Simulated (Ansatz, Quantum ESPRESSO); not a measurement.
# KCl (Sylvite): third-order response, part 3 of 3

Which lines does KCl (Sylvite) show in Raman and infrared spectra?

Quantum ESPRESSO 8.0 development, patched; DFT LDA, scalar-relativistic, plane waves, PseudoDojo norm-conserving pseudopotentials.

So far. Step 5 (Linear response at Γ): The acoustic modes at Γ come out as far as 1.1 cm⁻¹ from zero, where they should vanish, a small numerical error; the Born charges miss their sum rule by 1.6e-4 e, which is good. Step 6 (Modes with the sum rule): The rule moves no optical mode by more than 0.1 cm⁻¹. The relaxed cell has a = 6.075 Å (conventional setting).

## Step 8: Sum rules set otherwise (asr no)

Without the rule the raw error of the acoustic modes shows.

Contents of dynmat.in:

```
 &input
    fildyn='g.dyn',
    asr='no',
    fileig='dynmat.eig',
    lperm=.true.,
 /
```

Run with:

```console
> dynmat.x -in dynmat.in > dynmat.out
```

The log of the run:

```text
[banner, memory and clock lines left out]
Program DYNMAT v.8.0dev

     Reading Dynamical Matrix from file g.dyn
     ...Force constants read
     ...epsilon and Z* read
     ...Raman cross sections read
     A direction for q was not specified:TO-LO splitting will be absent

     Polarizability (A^3 units)
     multiply by 0.665022 for Clausius-Mossotti correction (not under assume_isolated = 'mt')
         6.740079    0.000000   -0.000000
         0.000000    6.740079    0.000000
        -0.000000    0.000000    6.740079

     IR activities are in (D/A)^2/amu units

# mode   [cm-1]    [THz]      IR
    1     -1.07   -0.0319    0.0000
    2     -1.07   -0.0319    0.0000
    3     -1.07   -0.0319    0.0000
    4    161.55    4.8430    1.5281
    5    161.55    4.8430    1.5281
    6    161.55    4.8430    1.5281

Electronic dielectric permittivity tensor (relative, adimensional)
         2.511130    0.000000   -0.000000
         0.000000    2.511130    0.000000
        -0.000000    0.000000    2.511130

 ... with zone-center polar mode contributions
         4.739292    0.000000    0.000000
         0.000000    4.739292    0.000000
         0.000000    0.000000    4.739292
```

Run time: 0.64 s. Hardware: 1 thread of AMD EPYC 9R14 (Zen 4), shared host.

Zone-centre frequencies as printed; negative means imaginary. Modes:

| mode | frequency (cm⁻¹) |
| --- | --- |
| 1 | -1.07 |
| 2 | -1.07 |
| 3 | -1.07 |
| 4 | 161.6 |
| 5 | 161.6 |
| 6 | 161.6 |

Against the first rule no mode moves by more than 1.1 cm⁻¹.

## Step 9: Modes along a direction of q (1 0 0)

A longitudinal polar mode sets up a macroscopic field that stiffens it; the term hangs on the direction from which q goes to zero.

Contents of dynmat.in:

```
 &input
    fildyn='g.dyn',
    asr='simple',
    fileig='dynmat.eig',
    q(1)=1.0,
    q(2)=0.0,
    q(3)=0.0,
 /
```

Run with:

```console
> dynmat.x -in dynmat.in > dynmat.out
```

The log of the run:

```text
[banner, memory and clock lines left out]
Program DYNMAT v.8.0dev

     Reading Dynamical Matrix from file g.dyn
     ...Force constants read
     ...epsilon and Z* read
     ...Raman cross sections read

     Polarizability (A^3 units)
     multiply by 0.665022 for Clausius-Mossotti correction (not under assume_isolated = 'mt')
         6.740079    0.000000   -0.000000
         0.000000    6.740079    0.000000
        -0.000000    0.000000    6.740079

     IR activities are in (D/A)^2/amu units

# mode   [cm-1]    [THz]      IR
    1     -0.00   -0.0000    0.0000
    2     -0.00   -0.0000    0.0000
    3     -0.00   -0.0000    0.0000
    4    161.55    4.8431    1.5281
    5    161.55    4.8431    1.5281
    6    221.93    6.6534    1.5281
```

Wall time 0.64 s (1 thread).

This step gave:

```
highest mode moved by the LO-TO term : 221.9 cm⁻¹
```

Zone-centre frequencies as printed; negative means imaginary. Modes:

| mode | frequency (cm⁻¹) |
| --- | --- |
| 1 | 0 |
| 2 | 0 |
| 3 | 0 |
| 4 | 161.6 |
| 5 | 161.6 |
| 6 | 221.9 |

The field moves one mode, from 162 to 222 cm⁻¹; the others stay.

## Step 10: A second program

A second program on the same cell, potentials, cutoff and meshes tests the implementation of the phonon response, not its convergence. Its field response is summed in its own way. Its k mesh is centred on Γ.

This step: DFT LDA, scalar-relativistic, plane waves, PseudoDojo norm-conserving pseudopotentials (Ansatz 0.2.0).

Contents of input.yaml:

```yaml
crystal:
  lattice:
    - [-3.037486487, 0.0, 3.037486487]
    - [0.0, 3.037486487, 3.037486487]
    - [-3.037486487, 3.037486487, 0.0]
  atoms:
    - { symbol: K, position: [0.0, 0.0, 0.0] }
    - { symbol: Cl, position: [0.5, 0.5, 0.5] }
kpoints:
  mp_grid: { grid: [6, 6, 6] }
hamiltonian:
  xc: lda
  pseudopotentials: { kind: nc, accuracy: standard }
scf:
  occupations: { method: fixed }
output:
  eigenvalues: true
basis:
  ecutwfc: 979.61
phonons:
  method: dfpt
  dielectric: true
  rigid_motions: translations
  raman: true
```

Run with:

```console
> ansatz run input.yaml --threads 2 --pin off --max-ram 4096MiB --backend cpu --events-out ev --progress --plain --runs-dir out
```

The log of the run:

```text
Engine: ansatz 0.2.0, x86_64-unknown-linux-gnu
Pseudopotentials: kind: nc
Pseudopotential: K, nc, valence charge 9, recommended cutoff 979.609905 eV (normal), K.nc.azcp (PseudoDojo's, or run here from an input of PseudoDojo's; its table is named by hamiltonian.pseudopotentials.accuracy)
Pseudopotential: Cl, nc, valence charge 7, recommended cutoff 761.918815 eV (normal), Cl.nc.azcp (PseudoDojo's, or run here from an input of PseudoDojo's; its table is named by hamiltonian.pseudopotentials.accuracy)
Functional definition: SPW92
  exchange = slater_x
  correlation = pw_c
Crystal: 2 atoms, lattice volume = 56.050 Å³
Basis set: ecut = 979.61 eV, 3839 PW (Γ), exchange–correlation on 90×90×90 points (8 copies of the dense FFT grid, shifted against one another)
Bands: 12, of which v1, the nominal top of the filled ones, is band 8 counted from 1 (7 counted from 0)
Symmetry: 48 space group operations
k-points: 30 of 216 (irreducible under 8 space group operations, time reversal used)
Non-local potential: K, projectors of the file, l = 0: 2, l = 1: 2, l = 2: 2
Non-local potential: Cl, projectors of the file, l = 0: 2, l = 1: 2, l = 2: 2
Initial density: superposition of atomic densities (chi_scale 0.1, normalization cell, long waves kept (reshape's long-wave potential 0.00 eV rms))
Initial wavefunctions: pseudopotential atomic-orbital guess
Functional: x = slater, c = lda
SCF iter   1: F=—  HF=-1265.347498 eV  |F-HF|=—  |Δ(HF+E_count)|=         —  Δρ=5.01e-2  dr2=2.17e0  ethr=3.10e-3  ⟨swp⟩=6.8  Hψ=2394  notcnv=0  defer=55
preconditioner: auto → none  [insulator: Δε(μ)=3.981 eV  Ē_g=15.074 eV  n_scr=14 (ndim 8)  ℏωp=18.6 eV  f_vac=0.000  ε∞_Penn≈2.5]
SCF iter   2: F=—  HF=-1264.462159 eV  |F-HF|=—  |Δ(HF+E_count)|=   8.85e-1  Δρ=1.32e-2  dr2=1.35e-1  ethr=3.10e-3  ⟨swp⟩=4.2  Hψ=1154  notcnv=0  defer=55
SCF iter   3: F=—  HF=-1264.422468 eV  |F-HF|=—  |Δ(HF+E_count)|=   3.97e-2  Δρ=4.71e-3  dr2=1.28e-2  ethr=8.45e-4  ⟨swp⟩=2.1  Hψ=506  notcnv=0  defer=60
SCF iter   4: F=—  HF=-1264.420590 eV  |F-HF|=—  |Δ(HF+E_count)|=   1.88e-3  Δρ=1.21e-3  dr2=7.31e-4  ethr=8.01e-5  ⟨swp⟩=4.0  Hψ=590  notcnv=0  defer=59
SCF iter   5: F=—  HF=-1264.420644 eV  |F-HF|=—  |Δ(HF+E_count)|=   5.44e-5  Δρ=8.74e-5  dr2=5.74e-6  ethr=4.57e-6  ⟨swp⟩=3.1  Hψ=605  notcnv=0  defer=58
SCF iter   6: F=—  HF=-1264.420646 eV  |F-HF|=—  |Δ(HF+E_count)|=   1.62e-6  Δρ=2.55e-5  dr2=4.59e-7  ethr=3.59e-8  ⟨swp⟩=2.9  Hψ=648  notcnv=0  defer=58
SCF iter   7: F=—  HF=-1264.420688 eV  |F-HF|=—  |Δ(HF+E_count)|=   4.15e-5  Δρ=4.21e-6  dr2=1.03e-8  ethr=2.87e-9  ⟨swp⟩=2.0  Hψ=478  notcnv=0  defer=58
SCF iter   8: F=—  HF=-1264.420688 eV  |F-HF|=—  |Δ(HF+E_count)|=   2.75e-9  Δρ=7.76e-7  dr2=3.96e-10  ethr=6.46e-11  ⟨swp⟩=2.6  Hψ=584  notcnv=0  defer=58
SCF iter   9: F=-1264.420688 eV  HF=-1264.420688 eV  |F-HF|=3.18e-12  |Δ(HF+E_count)|=  1.03e-10  Δρ=8.47e-8  dr2=3.62e-12  ethr=1.00e-12  ⟨swp⟩=14.4  Hψ=3693  notcnv=0
SCF 1 converged in 9 iterations: F = -1264.420688 eV  dr2 = 3.62e-12
NSCF: frozen V_eff on 3 k-points
DFPT response loops at Γ: preconditioner auto → none (the input reference at scf.mixing.eps_inf says where Resta's filter doesn't serve); β = 0.50; Broyden in place of MSR1
── the response to a field inside a basis, on 6×6×6 k-points: an SCF that follows is theirs, and a resumed run solves both again ──
Bands: 9, of which v1, the nominal top of the filled ones, is band 8 counted from 1 (7 counted from 0)
k-points: 28 of 216 (irreducible under 12 space group operations)
Initial density: handed on by an earlier stage of this run
Initial wavefunctions: pseudopotential atomic-orbital guess (no wavefunctions were taken with the density)
Eigensolver: Dense (28 Hₖ)
SCF iter   1: F=—  HF=-1264.419498 eV  |F-HF|=—  |Δ(HF+E_count)|=         —  Δρ=4.17e-5  dr2=8.70e-8  ethr=1.00e-1
preconditioner: auto → none  [insulator: Δε(μ)=5.348 eV  Ē_g=13.459 eV  n_scr=14 (ndim 8)  ℏωp=18.6 eV  f_vac=0.050  ε∞_Penn≈2.9]
SCF iter   2: F=—  HF=-1264.419498 eV  |F-HF|=—  |Δ(HF+E_count)|=   1.00e-7  Δρ=2.09e-5  dr2=2.17e-8  ethr=5.44e-10
SCF iter   3: F=-1264.419498 eV  HF=-1264.419498 eV  |F-HF|=3.87e-12  |Δ(HF+E_count)|=   3.43e-8  Δρ=1.46e-7  dr2=6.84e-12  ethr=1.36e-10
SCF 1 converged in 3 iterations: F = -1264.419498 eV  dr2 = 6.84e-12
DFPT response loops at Γ: mixed as the last ones told, above
DFPT response loops at Γ: mixed as the last ones told, above
DFPT response loops at Γ: mixed as the last ones told, above
SCF converged after 9 iterations
Free energy (F): -1264.420688 eV
Harris-Foulkes:  -1264.420688 eV  (|F-HF|=3.18e-12)
Internal energy: -1264.420688 eV  (E = F + TS)
E sigma→0 (E₀):  -1264.420688 eV
Fermi energy:    1.405043 eV
--- Per-component energies (eV) ---
  E_band       = -120.445373
  E_kinetic    = 432.488508
  E_local      = -966.020275  (includes V_loc(G=0)·N_el)
  E_nonlocal   = 178.396835
  E_hartree    = 251.779218
  E_xc         = -291.940682
  E_vxc        = -268.868919  (∫ρ·V_xc dr)
  E_ewald      = -869.124292
  E_smearing   = -0.000000  (= −TS)
  E_closure    = 0.000000  (closes the sum)
  Σ components = -1264.420688   (vs F -1264.420688, Δ=0.00e0)
--- Band table (eV; the first three rows and the last of 30) ---
  k-point 0: bands = [... 4 lower, -8.9036, 1.4050, 1.4050, 1.4050, 6.5210, 9.5051, 9.5051, 9.5051]
  k-point 1: bands = [... 4 lower, -8.8173, 0.9979, 1.2855, 1.2855, 7.2399, 9.3338, 9.8910, 9.8910]
  k-point 2: bands = [... 4 lower, -8.6575, 0.3466, 1.0632, 1.0632, 8.4546, 9.5757, 10.9432, 10.9432]
  k-point 29: bands = [... 4 lower, -8.9946, 0.6445, 1.1515, 1.1515, 7.4471, 9.8527, 11.5866, 11.6802]
--- Phonons (Γ-DFPT): 2 representative perturbations + reference, on 30 of 216 k-points (Σ response iterations 6) ---
  k mesh reduced under 8 symmetry operations, with k and −k counted as one. Each operation leaves every solved perturbation unchanged. A smaller set is not considered because the run solves the response to a homogeneous field
  ASR residual: 1.448e-4 → 0.000e0 eV/Å²; symmetrization residual: 4.270e-7 eV/Å²
  ASR residual per site (eV/Å²): 1.45e-4 1.43e-4
  Γ frequencies (cm⁻¹): 0.00 0.00 0.00 161.54 161.54 161.54
  ε∞ (high-frequency dielectric tensor):
        2.510550    -0.000000    -0.000000
        0.000000     2.510550     0.000000
       -0.000000    -0.000000     2.510550
  ε⁰ (static dielectric tensor: ions relaxed, cell fixed):
        4.738630    -0.000000    -0.000000
        0.000000     4.738630     0.000000
        0.000000     0.000000     4.738630
  ε⁰ − ε∞ (ionic part):
        2.228080     0.000000     0.000000
        0.000000     2.228080     0.000000
        0.000000     0.000000     2.228080
  softest optical mode at Γ: 161.54 cm⁻¹; the repairs (sum rule, projections) moved no ω² at Γ by more than (1.06 cm⁻¹)²
  Born effective charges Z* (e; rows j = field, columns β = displacement):
    site 0:
         1.10969    0.00000    0.00000
         0.00000    1.10969    0.00000
         0.00000    0.00000    1.10969
    site 1:
        -1.10969    0.00000    0.00000
         0.00000   -1.10969   -0.00000
        -0.00000   -0.00000   -1.10969
  Z* charge neutrality: 4.424e-5 e pre-enforcement
  k-mesh period / interband length: 25.8 Å / 1.23 Å = 20.90 at k = (0.0000, 0.0000, 0.0000), direct gap 5.116 eV — 14 or more, which is no proof of convergence
  Raman tensors (in the event stream and the table raman_tensors.tsv): an entry may err by 2.7e-4 Å², one of the second-order susceptibility by 4.9e-21 pm/V (basis, points and sum rule); their sum over the sites missed zero by 4.240e-21 Å² ahead of its enforcement
  optical modes at Γ without the LO–TO term, one row a degenerate level:
      ω (cm⁻¹)  modes    IR ((D/Å)²/amu)  static Raman (Å⁴/amu)  depolarisation
        161.54      3             4.5840                 0.0000               —
  optical modes at Γ + LO–TO along q̂ = [1.0000, 0.0000, 0.0000]:
      ω (cm⁻¹)  modes    IR ((D/Å)²/amu)  static Raman (Å⁴/amu)  depolarisation
        161.54      2             3.0560                 0.0000               —
        221.94      1             1.5280                 0.0000               —
  optical modes at Γ + LO–TO along q̂ = [0.0000, 1.0000, 0.0000]:
      ω (cm⁻¹)  modes    IR ((D/Å)²/amu)  static Raman (Å⁴/amu)  depolarisation
        161.54      2             3.0560                 0.0000               —
        221.94      1             1.5280                 0.0000               —
  optical modes at Γ + LO–TO along q̂ = [0.0000, 0.0000, 1.0000]:
      ω (cm⁻¹)  modes    IR ((D/Å)²/amu)  static Raman (Å⁴/amu)  depolarisation
        161.54      2             3.0560                 0.0000               —
        221.94      1             1.5280                 0.0000               —
```

Run time: 80 s. Hardware: 2 threads; peak memory 0.82 GiB.

Numbers from this step:

```yaml
sum_rule_residual_before_enforcement: 1.45e-4 eV/Å²
miss_of_the_charge_sum_rule: 4.42e-5 e
highest_optical_zone_centre_mode_no_lo_to_term: 161.5 cm⁻¹
lowest_optical_zone_centre_mode: 161.5 cm⁻¹
mean_high_frequency_dielectric_constant: 2.510
```

Transverse modes. Infrared lines, with heights relative to the strongest:

| position (cm⁻¹) | label | IR intensity ((D/Å)²/amu), degenerate modes summed, relative |
| --- | --- | --- |
| 162 | T1u | 100 |

## Step 11: The two compared: QE PseudoDojo and Ansatz, PseudoDojo

Numbers from this step:

| Item | Value |
| --- | --- |
| root-mean-square difference | 0.01 cm⁻¹ |
| largest difference | 0.01 cm⁻¹ |

Frequencies side by side, by row:

| q (reciprocal lattice) | mode | QE PseudoDojo (cm⁻¹) | Ansatz, PseudoDojo (cm⁻¹) |
| --- | --- | --- | --- |
| 0 0 0 | 1 | 0 | 0 |
| 0 0 0 | 2 | 0 | 0 |
| 0 0 0 | 3 | 0 | 0 |
| 0 0 0 | 4 | 161.6 | 161.5 |
| 0 0 0 | 5 | 161.6 | 161.5 |
| 0 0 0 | 6 | 161.6 | 161.5 |

The two runs side by side. Further quantities:

| quantity | QE PseudoDojo | Ansatz, PseudoDojo |
| --- | --- | --- |
| mean ε∞ | 2.511 | 2.51 |
| largest Born charge in size (e; the first before, the second after the charge sum rule) | 1.11 | 1.11 |
| summed IR intensity ((D/Å)²/amu) | 4.584 | 4.584 |

At the zone centre the largest difference (acoustic modes at Γ apart) is 0.006 % of the highest mode.

## Step 12: Outcome

```yaml
space_group_after_relaxation: Fm-3m
volume_per_atom: 28.0 Å³
gap_on_the_k_mesh: 5.12 eV
highest_optical_zone_centre_mode_no_lo_to_term: 161.6 cm⁻¹
highest_mode_moved_by_the_lo_to_term: 221.9 cm⁻¹
mean_high_frequency_dielectric_constant: 2.51
largest_born_charge_in_size_third_of_the_trace: 1.11 e
mean_static_dielectric_constant: 4.74
imaginary_optical_modes_at_the_zone_centre_no_q_mesh_in_this_session: none
largest_difference_from_ansatz_pseudodojo: 0.01 cm⁻¹
```

In words: No mode is Raman active in this structure; the strongest infrared line lies at 162 cm⁻¹. At the LDA level the optical modes of KCl (Sylvite) at the zone centre (no LO-TO term) lie at 162 cm⁻¹. Along the directions run, the highest mode that the macroscopic field moves lies at 222 cm⁻¹. Lattice motion raises the mean dielectric constant from 2.511 to 4.739. The Born charge of Cl is -1.110 e against a formal charge of -1, somewhat above it. The Lyddane-Sachs-Teller relation holds: (ωLO/ωTO)² is 1.89 and ε₀/ε∞ is 1.89. QE PseudoDojo and Ansatz, PseudoDojo agree to 0.01 cm⁻¹ (0.006 % of the highest mode compared) on all solved modes but the acoustic ones at Γ, without the LO-TO term. These are harmonic frequencies at zero temperature: anharmonic shifts and linewidths and thermal expansion are left out. The build is a development version in which the Raman tensors of release 7.5 are mended; dynmat.x leaves out the electro-optic term of LO lines.

[Host names and launcher messages were left out of these logs when they were recorded.]

[Logs are printed without paths, hosts, clocks, repeated set-up lines and the standing remarks that a program may print on its own settings, such as how far it seeks lower states.]

[Hosts, paths, dates, database ids (printed as entryN), source tags and the programs' standing remarks are cut or masked in the printed files.]
